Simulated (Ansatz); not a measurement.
**ZnBiH6: relaxing a made-up structure**

This structure for ZnBiH6 is made up. Its elements were placed in a known structure type with a cell scaled to their sizes. What cell does the guess relax to, and how far off was it?

Method: DFT, PBEsol, plane-wave PAW, files of the set soft_1, scalar-relativistic, no spin, cell and ions relaxed at zero pressure; PAW set soft_1, in the first sound run; inputs show where later runs differ, in Ansatz 0.2.0.

### 1. Starting point

It takes space group R-3m (No. 166, trigonal). The conventional cell has a = 6.288 Å, b = 6.288 Å, c = 6.094 Å, α = 90.00°, β = 90.00°, γ = 120.00°. Bi has 12 H at 2.36 Å nearest. Zn has 6 H at 1.65 Å nearest. H has 1 Zn at 1.65 Å and 5 H at 2.20 to 2.36 Å and 2 Bi at 2.36 Å nearest. Farther neighbours are not listed.

As a file:

```cif
data_structure
_symmetry_space_group_name_H-M 'R-3m:H'
_symmetry_Int_Tables_number 166
_cell_length_a 6.2880
_cell_length_b 6.2880
_cell_length_c 6.0940
_cell_angle_alpha 90.000
_cell_angle_beta 90.000
_cell_angle_gamma 120.000
_cell_volume 208.67
loop_
_atom_site_label
_atom_site_type_symbol
_atom_site_symmetry_multiplicity
_atom_site_Wyckoff_symbol
_atom_site_fract_x
_atom_site_fract_y
_atom_site_fract_z
_atom_site_occupancy
Bi1 Bi 3 b 0.00000 0.00000 0.50000 1
Zn1 Zn 3 a 0.00000 0.00000 0.00000 1
H1 H 18 h 0.21670 0.43340 0.49400 1
```

### 2. Relaxing cell and atoms

The guessed cell has no reason to be at equilibrium. It is relaxed with the atoms, within the space group of the guess.

Contents of input.yaml:

```yaml
crystal:
  lattice:
    - [3.144, 1.815189246, 2.031333333]
    - [-3.144, 1.815189246, 2.031333333]
    - [0.0, -3.630378493, 2.031333333]
  atoms:
    - { symbol: Bi, position: [0.5, 0.5, 0.5] }
    - { symbol: Zn, position: [0.0, 0.0, 0.0] }
    - { symbol: H, position: [0.7107, 0.7107, 0.0606] }
    - { symbol: H, position: [0.7107, 0.0606, 0.7107] }
    - { symbol: H, position: [0.0606, 0.7107, 0.7107] }
    - { symbol: H, position: [0.2893, 0.2893, 0.9394] }
    - { symbol: H, position: [0.2893, 0.9394, 0.2893] }
    - { symbol: H, position: [0.9394, 0.2893, 0.2893] }
kpoints:
  mp_grid: { grid: [7, 7, 7] }
scf:
  occupations: { method: fermi_dirac, width: 0.05 }
hamiltonian:
  xc: pbesol
  pseudopotentials: { kind: paw, azcp: { folder: soft_1 }, xc_functional: pbe }
relax:
  f_tol: 0.015
  max_steps: 70
  cell: {}
output:
  forces: true
  stress: true
```

Command:

```bash
> ansatz run input.yaml --threads 4 --pin off --max-ram 10240MiB --backend cpu --events-out ev --progress --plain --runs-dir out
```

Numbers of over 12 decimals in the logs are rounded to 6 here.

What it wrote:

```text
Engine: ansatz 0.2.0, x86_64-unknown-linux-gnu
Pseudopotentials: kind: paw
Pseudopotential: Bi, paw, valence charge 15, recommended cutoff 420 eV (normal), soft_1/Bi.paw.azcp
Pseudopotential: Zn, paw, valence charge 12, recommended cutoff 420 eV (normal), soft_1/Zn.paw.azcp
Pseudopotential: H, paw, valence charge 1, recommended cutoff 420 eV (normal), soft_1/H.paw.azcp
Functional definition: PBEsol
  exchange = pbesol_x
  correlation = pbesol_c
Crystal: 8 atoms, lattice volume = 69.556 Å³
Basis set: ecut = 420 eV, 1363 PW (Γ), exchange–correlation on 60×60×60 points (8 copies of the dense FFT grid, shifted against one another)
Bands: 25, of which v1, the nominal top of the filled ones, is band 17 counted from 1 (16 counted from 0)
Symmetry: 12 space group operations
Space group: R-3m (ITA 166), of the structure as read, at distance tolerance 4.1e-5 Å
k-points: 44 of 343
Non-local potential: Bi, projectors of the file, l = 0: 2, l = 1: 2, l = 2: 2, l = 3: 1
Non-local potential: Zn, projectors of the file, l = 0: 2, l = 1: 2, l = 2: 3, l = 3: 1
Non-local potential: H, projectors of the file, l = 0: 2, l = 1: 1
PAW form: soft (Blöchl's): semilocal exchange-correlation on the pseudo side does not see the compensation charge
PAW frozen core: Bi, regenerated for the run's functional, and the local potential with it (the file was generated under x = pbe(κ = 0.804, μ = 0.219515), c = pbe(β = 0.066725))
PAW frozen core: Zn, regenerated for the run's functional, and the local potential with it (the file was generated under x = pbe(κ = 0.804, μ = 0.219515), c = pbe(β = 0.066725))
PAW one-centre angular grid: Bi, 590 points (default); XC on 64 Gauss nodes
PAW one-centre angular grid: Zn, 590 points (default); XC on 64 Gauss nodes
PAW one-centre angular grid: H, 110 points (default); XC on 64 Gauss nodes
Initial density: superposition of atomic densities (chi_scale 0.1, normalization cell, long waves kept (reshape's long-wave potential 0.03 eV rms))
Initial wavefunctions: pseudopotential atomic-orbital guess
Functional: x = pbesol(κ = 0.804, μ = 0.123457), c = pbesol(β = 0.046)
SCF iter   1: F=—  HF=-15616.391678 eV  |F-HF|=—  |Δ(HF+E_count)|=         —  Δρ=7.64e-2  dr2=4.29e0  ethr=3.10e-3  ⟨swp⟩=6.6  Hψ=6074  notcnv=0  defer=13
preconditioner: auto → Kerker (q_TF=auto, 2.409 Å⁻¹)  [metal: Δε(μ)=0.026 eV  Ē_g=16.766 eV  σ=0.050 eV  W_gap=0.13  n_scr=18 (ndim 8)  ℏωp=25.6 eV  f_vac=0.000  D(μ)=2.01/eV (n_scr^D=12)]
SCF iter   2: F=—  HF=-15615.402648 eV  |F-HF|=—  |Δ(HF+E_count)|=   9.89e-1  Δρ=3.85e-2  dr2=1.49e0  ethr=3.10e-3  ⟨swp⟩=2.3  Hψ=2201  notcnv=0  defer=106
SCF iter   3: F=—  HF=-15615.077599 eV  |F-HF|=—  |Δ(HF+E_count)|=   3.25e-1  Δρ=3.22e-2  dr2=4.33e-1  ethr=3.10e-3  ⟨swp⟩=3.0  Hψ=2296  notcnv=0  defer=106
SCF iter   4: F=—  HF=-15614.895805 eV  |F-HF|=—  |Δ(HF+E_count)|=   1.82e-1  Δρ=6.72e-3  dr2=2.50e-2  ethr=1.31e-3  ⟨swp⟩=2.0  Hψ=2177  notcnv=0  defer=106
SCF iter   5: F=—  HF=-15614.893127 eV  |F-HF|=—  |Δ(HF+E_count)|=   2.68e-3  Δρ=1.28e-3  dr2=1.82e-3  ethr=7.58e-5  ⟨swp⟩=2.4  Hψ=1590  notcnv=0  defer=106
SCF iter   6: F=—  HF=-15614.892721 eV  |F-HF|=—  |Δ(HF+E_count)|=   4.06e-4  Δρ=7.37e-4  dr2=2.23e-4  ethr=5.53e-6  ⟨swp⟩=2.3  Hψ=1309  notcnv=0  defer=106
SCF iter   7: F=—  HF=-15614.892688 eV  |F-HF|=—  |Δ(HF+E_count)|=   3.38e-5  Δρ=8.37e-5  dr2=5.10e-6  ethr=6.77e-7  ⟨swp⟩=2.1  Hψ=1281  notcnv=0  defer=106
SCF iter   8: F=—  HF=-15614.892700 eV  |F-HF|=—  |Δ(HF+E_count)|=   1.28e-5  Δρ=5.61e-5  dr2=1.67e-6  ethr=1.55e-8  ⟨swp⟩=2.0  Hψ=1444  notcnv=0  defer=106
SCF iter   9: F=-15614.892701 eV  HF=-15614.892701 eV  |F-HF|=2.77e-8  |Δ(HF+E_count)|=   2.38e-7  Δρ=9.38e-6  dr2=8.16e-8  ethr=3.03e-10  ⟨swp⟩=3.3  Hψ=4169  notcnv=0
SCF 1 converged in 9 iterations: F = -15614.892701 eV  dr2 = 8.16e-8
  greatest PAW one-centre occupation: 0.989 electrons in one spin orbital (limit 2), on the Bi atom at site 0 (counted from 0), in its partial waves of l = 2
relax step   1: F+E_penalty+E_count = -15614.89270067 eV  Δ(F+E_penalty+E_count) = +0.000e0 eV  max|allowed force component| = 5.432e-1 eV/Å  Δτ_max = 0.0000 Å  P = +3.264 GPa  Ω = 69.556 Å³  (9 SCF iters, dr2 threshold 1.00e-7 eV, accepted)
Crystal: 8 atoms, lattice volume = 70.700 Å³
Initial density: handed on by an earlier stage of this run
Initial wavefunctions: those handed on with the density
iter 1 solved again at ethr=4.25e-4 eV; its pass at ethr=3.10e-3 eV (dr2=1.40e-1 eV) is discarded
SCF iter   1: F=—  HF=-15615.198335 eV  |F-HF|=—  |Δ(HF+E_count)|=         —  Δρ=1.50e-2  dr2=1.40e-1  ethr=4.25e-4  ⟨swp⟩=2.1  Hψ=6552  notcnv=0
preconditioner: auto → Kerker (q_TF=auto, 2.403 Å⁻¹)  [metal: Δε(μ)=0.039 eV  Ē_g=17.470 eV  σ=0.050 eV  W_gap=0.19  n_scr=18 (ndim 8)  ℏωp=25.4 eV  f_vac=0.000  D(μ)=1.37/eV (n_scr^D=6)]
SCF iter   2: F=—  HF=-15615.173603 eV  |F-HF|=—  |Δ(HF+E_count)|=   2.47e-2  Δρ=9.04e-3  dr2=6.00e-2  ethr=4.24e-4  ⟨swp⟩=1.6  Hψ=1163  notcnv=0
SCF iter   3: F=—  HF=-15615.162230 eV  |F-HF|=—  |Δ(HF+E_count)|=   1.14e-2  Δρ=7.20e-3  dr2=1.82e-2  ethr=1.82e-4  ⟨swp⟩=3.0  Hψ=2139  notcnv=0
SCF iter   4: F=—  HF=-15615.153342 eV  |F-HF|=—  |Δ(HF+E_count)|=   8.89e-3  Δρ=1.09e-3  dr2=3.93e-4  ethr=5.52e-5  ⟨swp⟩=2.0  Hψ=2167  notcnv=0  defer=87
SCF iter   5: F=—  HF=-15615.153585 eV  |F-HF|=—  |Δ(HF+E_count)|=   2.43e-4  Δρ=1.96e-4  dr2=2.46e-5  ethr=1.19e-6  ⟨swp⟩=2.1  Hψ=1420  notcnv=0  defer=87
SCF iter   6: F=—  HF=-15615.153580 eV  |F-HF|=—  |Δ(HF+E_count)|=   4.43e-6  Δρ=1.63e-4  dr2=1.15e-5  ethr=7.47e-8  ⟨swp⟩=2.0  Hψ=1478  notcnv=0  defer=87
SCF iter   7: F=-15615.153580 eV  HF=-15615.153580 eV  |F-HF|=1.49e-8  |Δ(HF+E_count)|=   3.21e-8  Δρ=1.68e-5  dr2=2.55e-7  ethr=2.42e-9  ⟨swp⟩=3.4  Hψ=4258  notcnv=0
SCF 2 converged in 7 iterations: F = -15615.153580 eV  dr2 = 2.55e-7
relax step   2: F+E_penalty+E_count = -15615.15358042 eV  Δ(F+E_penalty+E_count) = -2.609e-1 eV  max|allowed force component| = 4.930e-2 eV/Å  Δτ_max = 0.1862 Å  P = +0.246 GPa  Ω = 70.700 Å³  energy of the carried Pulay correction = -8.735e-4 eV  (7 SCF iters, dr2 threshold 8.00e-7 eV, accepted)
Crystal: 8 atoms, lattice volume = 71.850 Å³
Basis set: ecut = 420 eV, 1375 PW (Γ), exchange–correlation on 60×60×60 points (8 copies of the dense FFT grid, shifted against one another)
iter 1 solved again at ethr=1.28e-5 eV; its pass at ethr=3.10e-3 eV (dr2=4.21e-3 eV) is discarded
SCF iter   1: F=—  HF=-15615.153693 eV  |F-HF|=—  |Δ(HF+E_count)|=         —  Δρ=2.55e-3  dr2=4.32e-3  ethr=1.28e-5  ⟨swp⟩=2.2  Hψ=6221  notcnv=0
preconditioner: auto → Kerker (q_TF=auto, 2.396 Å⁻¹)  [metal: Δε(μ)=0.071 eV  Ē_g=17.394 eV  σ=0.050 eV  W_gap=0.32  n_scr=18 (ndim 8)  ℏωp=25.2 eV  f_vac=0.000  D(μ)=1.20/eV (n_scr^D=6)]
SCF iter   2: F=—  HF=-15615.152937 eV  |F-HF|=—  |Δ(HF+E_count)|=   7.56e-4  Δρ=1.51e-3  dr2=1.59e-3  ethr=1.28e-5  ⟨swp⟩=1.0  Hψ=1100  notcnv=0
SCF iter   3: F=—  HF=-15615.152720 eV  |F-HF|=—  |Δ(HF+E_count)|=   2.17e-4  Δρ=1.14e-3  dr2=5.43e-4  ethr=4.81e-6  ⟨swp⟩=2.0  Hψ=1559  notcnv=0
SCF iter   4: F=—  HF=-15615.152450 eV  |F-HF|=—  |Δ(HF+E_count)|=   2.70e-4  Δρ=1.95e-4  dr2=2.00e-5  ethr=1.64e-6  ⟨swp⟩=2.0  Hψ=1516  notcnv=0
SCF iter   5: F=—  HF=-15615.152457 eV  |F-HF|=—  |Δ(HF+E_count)|=   7.08e-6  Δρ=1.70e-4  dr2=1.24e-5  ethr=6.06e-8  ⟨swp⟩=2.0  Hψ=1574  notcnv=0
SCF iter   6: F=-15615.152453 eV  HF=-15615.152453 eV  |F-HF|=2.34e-8  |Δ(HF+E_count)|=   3.98e-6  Δρ=1.35e-5  dr2=1.13e-7  ethr=2.04e-9  ⟨swp⟩=4.0  Hψ=4404  notcnv=0
SCF 3 converged in 6 iterations: F = -15615.152453 eV  dr2 = 1.13e-7
relax step   3: F+E_penalty+E_count = -15615.15245307 eV  Δ(F+E_penalty+E_count) = +1.127e-3 eV  max|allowed force component| = 2.095e-2 eV/Å  Δτ_max = 0.0195 Å  P = -0.644 GPa  Ω = 71.850 Å³  energy of the carried Pulay correction = -1.738e-3 eV  (6 SCF iters, dr2 threshold 6.73e-7 eV, rejected (line search))
Crystal: 8 atoms, lattice volume = 71.010 Å³
iter 1 solved again at ethr=3.87e-6 eV; its pass at ethr=3.10e-3 eV (dr2=1.28e-3 eV) is discarded
SCF iter   1: F=—  HF=-15615.156533 eV  |F-HF|=—  |Δ(HF+E_count)|=         —  Δρ=1.44e-3  dr2=1.26e-3  ethr=3.87e-6  ⟨swp⟩=2.1  Hψ=6289  notcnv=0
preconditioner: auto → Kerker (q_TF=auto, 2.401 Å⁻¹)  [metal: Δε(μ)=0.095 eV  Ē_g=17.418 eV  σ=0.050 eV  W_gap=0.43  n_scr=18 (ndim 8)  ℏωp=25.3 eV  f_vac=0.000  D(μ)=1.23/eV (n_scr^D=6)]
SCF iter   2: F=—  HF=-15615.156282 eV  |F-HF|=—  |Δ(HF+E_count)|=   2.51e-4  Δρ=7.79e-4  dr2=3.59e-4  ethr=3.81e-6  ⟨swp⟩=1.9  Hψ=1529  notcnv=0
SCF iter   3: F=—  HF=-15615.156251 eV  |F-HF|=—  |Δ(HF+E_count)|=   3.03e-5  Δρ=5.86e-4  dr2=1.50e-4  ethr=1.09e-6  ⟨swp⟩=2.0  Hψ=1497  notcnv=0
SCF iter   4: F=—  HF=-15615.156190 eV  |F-HF|=—  |Δ(HF+E_count)|=   6.15e-5  Δρ=1.12e-4  dr2=4.96e-6  ethr=4.55e-7  ⟨swp⟩=2.0  Hψ=1550  notcnv=0
SCF iter   5: F=—  HF=-15615.156180 eV  |F-HF|=—  |Δ(HF+E_count)|=   9.71e-6  Δρ=2.92e-5  dr2=4.84e-7  ethr=1.50e-8  ⟨swp⟩=2.6  Hψ=1753  notcnv=0
SCF iter   6: F=—  HF=-15615.156178 eV  |F-HF|=—  |Δ(HF+E_count)|=   2.71e-6  Δρ=1.26e-5  dr2=6.03e-8  ethr=1.47e-9  ⟨swp⟩=2.0  Hψ=1536  notcnv=0
SCF iter   7: F=—  HF=-15615.156178 eV  |F-HF|=—  |Δ(HF+E_count)|=   3.11e-8  Δρ=1.93e-6  dr2=3.19e-9  ethr=1.83e-10  ⟨swp⟩=2.0  Hψ=1414  notcnv=0
SCF iter   8: F=—  HF=-15615.156178 eV  |F-HF|=—  |Δ(HF+E_count)|=  7.93e-10  Δρ=7.99e-7  dr2=3.80e-10  ethr=9.65e-12  ⟨swp⟩=2.8  Hψ=1650  notcnv=0
SCF iter   9: F=-15615.156178 eV  HF=-15615.156178 eV  |F-HF|=5.46e-12  |Δ(HF+E_count)|=  6.73e-11  Δρ=1.47e-7  dr2=2.13e-11  ethr=1.00e-12  ⟨swp⟩=4.7  Hψ=3465  notcnv=0
SCF 4 converged in 9 iterations: F = -15615.156178 eV  dr2 = 2.13e-11
relax step   4: F+E_penalty+E_count = -15615.15617759 eV  Δ(F+E_penalty+E_count) = -2.597e-3 eV  max|allowed force component| = 8.006e-3 eV/Å  Δτ_max = 0.0166 Å  P = +0.098 GPa  Ω = 71.010 Å³  energy of the carried Pulay correction = -1.108e-3 eV  (9 SCF iters, accepted)
Crystal: 8 atoms, lattice volume = 71.052 Å³
iter 1 solved again at ethr=6.56e-8 eV; its pass at ethr=3.10e-3 eV (dr2=2.16e-5 eV) is discarded
SCF iter   1: F=—  HF=-15615.156223 eV  |F-HF|=—  |Δ(HF+E_count)|=         —  Δρ=1.99e-4  dr2=2.26e-5  ethr=6.56e-8  ⟨swp⟩=2.0  Hψ=5648  notcnv=0
preconditioner: auto → Kerker (q_TF=auto, 2.401 Å⁻¹)  [metal: Δε(μ)=0.098 eV  Ē_g=17.427 eV  σ=0.050 eV  W_gap=0.44  n_scr=18 (ndim 8)  ℏωp=25.3 eV  f_vac=0.000  D(μ)=1.24/eV (n_scr^D=6)]
SCF iter   2: F=—  HF=-15615.156209 eV  |F-HF|=—  |Δ(HF+E_count)|=   1.35e-5  Δρ=9.26e-5  dr2=8.14e-6  ethr=6.56e-8  ⟨swp⟩=2.0  Hψ=1334  notcnv=0
SCF iter   3: F=—  HF=-15615.156208 eV  |F-HF|=—  |Δ(HF+E_count)|=   1.60e-6  Δρ=6.11e-5  dr2=2.56e-6  ethr=2.47e-8  ⟨swp⟩=2.0  Hψ=1528  notcnv=0
SCF iter   4: F=—  HF=-15615.156207 eV  |F-HF|=—  |Δ(HF+E_count)|=   8.52e-7  Δρ=1.36e-5  dr2=1.91e-7  ethr=7.76e-9  ⟨swp⟩=2.0  Hψ=1431  notcnv=0
SCF iter   5: F=-15615.156207 eV  HF=-15615.156207 eV  |F-HF|=3.15e-10  |Δ(HF+E_count)|=   2.53e-8  Δρ=4.42e-6  dr2=6.91e-9  ethr=1.50e-10  ⟨swp⟩=5.0  Hψ=3448  notcnv=0
SCF 5 converged in 5 iterations: F = -15615.156207 eV  dr2 = 6.91e-9
relax step   5: F+E_penalty+E_count = -15615.15620683 eV  Δ(F+E_penalty+E_count) = -2.924e-5 eV  max|allowed force component| = 4.292e-4 eV/Å  Δτ_max = 0.0012 Å  P = +0.023 GPa  Ω = 71.052 Å³  energy of the carried Pulay correction = -1.140e-3 eV  (5 SCF iters, dr2 threshold 4.95e-8 eV, accepted)
Crystal: 8 atoms, lattice volume = 71.074 Å³
iter 1 solved again at ethr=1.15e-9 eV; its pass at ethr=3.10e-3 eV (dr2=3.79e-7 eV) is discarded
SCF iter   1: F=—  HF=-15615.156204 eV  |F-HF|=—  |Δ(HF+E_count)|=         —  Δρ=2.82e-5  dr2=4.69e-7  ethr=1.15e-9  ⟨swp⟩=3.0  Hψ=6161  notcnv=0
preconditioner: auto → Kerker (q_TF=auto, 2.401 Å⁻¹)  [metal: Δε(μ)=0.097 eV  Ē_g=17.424 eV  σ=0.050 eV  W_gap=0.44  n_scr=18 (ndim 8)  ℏωp=25.3 eV  f_vac=0.000  D(μ)=1.23/eV (n_scr^D=6)]
SCF iter   2: F=—  HF=-15615.156195 eV  |F-HF|=—  |Δ(HF+E_count)|=   9.34e-6  Δρ=1.36e-5  dr2=1.06e-7  ethr=1.15e-9  ⟨swp⟩=2.0  Hψ=1347  notcnv=0
SCF iter   3: F=—  HF=-15615.156195 eV  |F-HF|=—  |Δ(HF+E_count)|=   1.89e-8  Δρ=8.50e-6  dr2=5.87e-8  ethr=3.21e-10  ⟨swp⟩=2.0  Hψ=1459  notcnv=0
SCF iter   4: F=-15615.156195 eV  HF=-15615.156195 eV  |F-HF|=1.76e-9  |Δ(HF+E_count)|=   9.72e-9  Δρ=3.40e-6  dr2=5.30e-9  ethr=2.31e-11  ⟨swp⟩=3.7  Hψ=4283  notcnv=0
SCF 6 converged in 4 iterations: F = -15615.156195 eV  dr2 = 5.30e-9
relax step   6: F+E_penalty+E_count = -15615.15619460 eV  Δ(F+E_penalty+E_count) = +1.223e-5 eV  max|allowed force component| = 4.697e-5 eV/Å  Δτ_max = 0.0002 Å  P = +0.002 GPa  Ω = 71.074 Å³  energy of the carried Pulay correction = -1.156e-3 eV  (4 SCF iters, dr2 threshold 7.62e-9 eV, accepted)
Initial wavefunctions: pseudopotential atomic-orbital guess (no wavefunctions were taken with the density)
iter 1 solved again at ethr=5.15e-7 eV; its pass at ethr=3.10e-3 eV (dr2=1.70e-4 eV) is discarded
SCF iter   1: F=—  HF=-15615.157131 eV  |F-HF|=—  |Δ(HF+E_count)|=         —  Δρ=4.74e-4  dr2=4.10e-6  ethr=5.15e-7  ⟨swp⟩=2.9  Hψ=8932  notcnv=0
SCF iter   2: F=—  HF=-15615.157505 eV  |F-HF|=—  |Δ(HF+E_count)|=   3.74e-4  Δρ=2.42e-4  dr2=1.32e-6  ethr=1.24e-8  ⟨swp⟩=2.4  Hψ=1513  notcnv=0
SCF iter   3: F=—  HF=-15615.157630 eV  |F-HF|=—  |Δ(HF+E_count)|=   1.24e-4  Δρ=4.39e-5  dr2=5.52e-7  ethr=3.99e-9  ⟨swp⟩=2.0  Hψ=1563  notcnv=0
SCF iter   4: F=—  HF=-15615.157630 eV  |F-HF|=—  |Δ(HF+E_count)|=   4.60e-7  Δρ=2.66e-6  dr2=1.26e-9  ethr=1.67e-9  ⟨swp⟩=2.0  Hψ=1488  notcnv=0
SCF iter   5: F=—  HF=-15615.157630 eV  |F-HF|=—  |Δ(HF+E_count)|=   5.60e-9  Δρ=1.50e-6  dr2=6.13e-10  ethr=3.81e-12  ⟨swp⟩=2.0  Hψ=1620  notcnv=0
SCF iter   6: F=—  HF=-15615.157630 eV  |F-HF|=—  |Δ(HF+E_count)|=  2.84e-10  Δρ=8.27e-7  dr2=2.77e-10  ethr=1.86e-12  ⟨swp⟩=2.0  Hψ=1414  notcnv=0
SCF iter   7: F=-15615.157630 eV  HF=-15615.157630 eV  |F-HF|=1.82e-12  |Δ(HF+E_count)|=  3.35e-10  Δρ=1.07e-7  dr2=7.08e-12  ethr=1.00e-12  ⟨swp⟩=3.5  Hψ=3847  notcnv=0
SCF 7 converged in 7 iterations: F = -15615.157630 eV  dr2 = 7.08e-12
relax step   7: F+E_penalty+E_count = -15615.15763002 eV  Δ(F+E_penalty+E_count) = -1.435e-3 eV  max|allowed force component| = 2.426e-4 eV/Å  Δτ_max = 0.0000 Å  P = +0.016 GPa  Ω = 71.074 Å³  stress off target by 2.72e-2 GPa  SCF on the basis re-selected at this cell (its energy is not comparable with the rows above)  (7 SCF iters)
basis re-selected at this cell: Δ(F+E_penalty+E_count) = -1.435e-3 eV, ΔP = +0.014 GPa vs the last step (what re-selecting the basis moved, of the pressure what is left beyond the Pulay correction that the steps carried, after the strain that the cell walked since its last selection, with what the two solves' SCF thresholds leave and, on support functions, any second-order correction that the steps lacked; it is no m [...]
SCF converged after 7 iterations
Free energy (F): -15615.157630 eV
Harris-Foulkes:  -15615.157630 eV  (|F-HF|=1.82e-12)
Internal energy: -15615.147320 eV  (E = F + TS)
E sigma→0 (E₀):  -15615.152475 eV
Entropy (-TS):   -0.010310 eV (-1.289 meV/atom)
Fermi energy:    7.207466 eV
--- Per-component energies (eV) ---
  E_band       = -136.052674
  E_kinetic    = 477.647729
  E_local      = -3472.883598  (includes V_loc(G=0)·N_el)
  E_nonlocal   = 1227.452080
  E_hartree    = 1296.150342
  E_xc         = -281.507576
  E_vxc        = -251.721452  (∫ρ·V_xc dr)
  E_paw        = -12365.961365  (= ΣΔE_a)
  E_vpaw       = -708.843332  (= ΣTr[D̂ρ^β])
  E_aug_tail   = -0.004785  (compensation charges beyond the density's cutoff)
  E_ewald      = -2496.927297
  E_core_change = 0.887150  (= ΣΔE_core)
  E_smearing   = -0.010310  (= −TS)
  E_closure    = 0.000000  (closes the sum)
  Σ components = -15615.157630   (vs F -15615.157630, Δ=0.00e0)
--- Forces (eV/Å), atoms counted from 1 ---
  atom   1  Bi    -0.00000000    -0.00000000    -0.00000000
  atom   2  Zn     0.00000000     0.00000000     0.00000000
  atom   3  H      0.00000000    -0.00024257    -0.00005955
  atom   4  H     -0.00021007     0.00012128    -0.00005955
  atom   5  H      0.00021007     0.00012128    -0.00005955
  atom   6  H     -0.00000000     0.00024257     0.00005955
  atom   7  H      0.00021007    -0.00012128     0.00005955
  atom   8  H     -0.00021007    -0.00012128     0.00005955
  max |Σ_I F_I| component: 9.76e-19 eV/Å
--- Stress (GPa, compression-positive) ---
        0.027247      -0.000000      -0.000000
       -0.000000       0.027247       0.000000
       -0.000000       0.000000      -0.007202
  P = ⅓ Tr σ = 0.0158 GPa (0.158 kbar)
--- Relaxed structure (6 steps of the walk, 5 accepted, 1 SCFs on fresh bases) ---
  F+E_penalty+E_count = -15615.15763002 eV   max|allowed force component| = 2.426e-4 eV/Å   (the final SCF, on the basis selected at the relaxed cell)
  cell:  # Å, volume = 71.0742 Å³
    - [3.217456, 1.857599, 1.981967]
    - [-3.217456, 1.857599, 1.981967]
    - [0, -3.715198, 1.981967]
  atoms:
    - { symbol: Bi, position: [0.500000, 0.500000, 0.500000] }
    - { symbol: Zn, position: [0, -5.545432575982725e-19, -3.1430707134995293e-19] }
    - { symbol: H, position: [0.717699, 0.717699, 0.102513] }
    - { symbol: H, position: [0.717699, 0.102513, 0.717699] }
    - { symbol: H, position: [0.102513, 0.717699, 0.717699] }
    - { symbol: H, position: [0.282301, 0.282301, 0.897487] }
    - { symbol: H, position: [0.282301, 0.897487, 0.282301] }
    - { symbol: H, position: [0.897487, 0.282301, 0.282301] }
```

Run time: 6.5 s. Hardware: 4 threads of AMD EPYC 7B13 (Zen 3), shared host; peak memory 0.46 GiB.

Relaxation path:

```
step  energy less that of the first step (eV)  largest force component (eV/Å)  pressure (GPa)  volume (Å³)
   1                                   0.0000                          0.5432            3.26        69.56
   2                                  -0.2609                          0.0493            0.25        70.70
   3                                  -0.2598                          0.0210           -0.64        71.85
   4                                  -0.2635                          0.0080            0.10        71.01
   5                                  -0.2635                          0.0004            0.02        71.05
   6                                  -0.2635                          0.0000            0.00        71.07
  7*                                  -0.2649                          0.0002            0.02        71.07
```

Relaxation steps marked * repeat the geometry before them on a plane-wave basis chosen anew for their cell, so energy and pressure can jump there. Relaxation step 3 was tried and not accepted.

The run keeps the 12 symmetry operations that it works with, so distortions that break them were not tested.

```csv
"conventional cell, symmetrised",before,after,change
a (Å),6.288,6.435,+2.3 %
b (Å),6.288,6.435,+2.3 %
c (Å),6.094,5.946,-2.4 %
volume (Å³/atom),8.69,8.88,+2.2 %
```

The atoms that moved most (Å, as changes of fractional coordinates times the final cell):

```
atom      dx      dy      dz  length
  H4  -0.112   0.065   0.111   0.171
  H5   0.112   0.065   0.111   0.171
  H3   0.000  -0.130   0.111   0.171
  H6   0.000   0.130  -0.111   0.171
  H7   0.112  -0.065  -0.111   0.171
  H8  -0.112  -0.065  -0.111   0.171
```

Numbers from this step:

* free energy: -15615.1576 eV
* energy at zero smearing: -15615.1525 eV
* smearing term TS: 0.01031 eV
* Fermi energy: 7.207 eV
* electrons: 33
* symmetry operations: 12
* pressure: 0.01576 GPa

Shortest distances by pair of elements, guess and relaxed (not always the same contact):

```csv
pair,guess (Å),relaxed (Å)
H–Zn,1.649,1.698
Bi–H,2.360,2.287
H–H,2.200,2.290
Bi–Zn,3.047,2.973
Bi–Bi,4.160,4.211
```

The relaxation ends with a largest force component of 2.4e-4 eV/Å and a pressure of 0.02 GPa.

(Part 1 of 2 ends here.)

[Logs are printed without paths, hosts, clocks, repeated set-up lines and the standing remarks that a program may print on its own settings, such as how far it seeks lower states.]

[Hosts, paths, dates, database ids (printed as entryN), source tags and the programs' standing remarks are cut or masked in the printed files.]
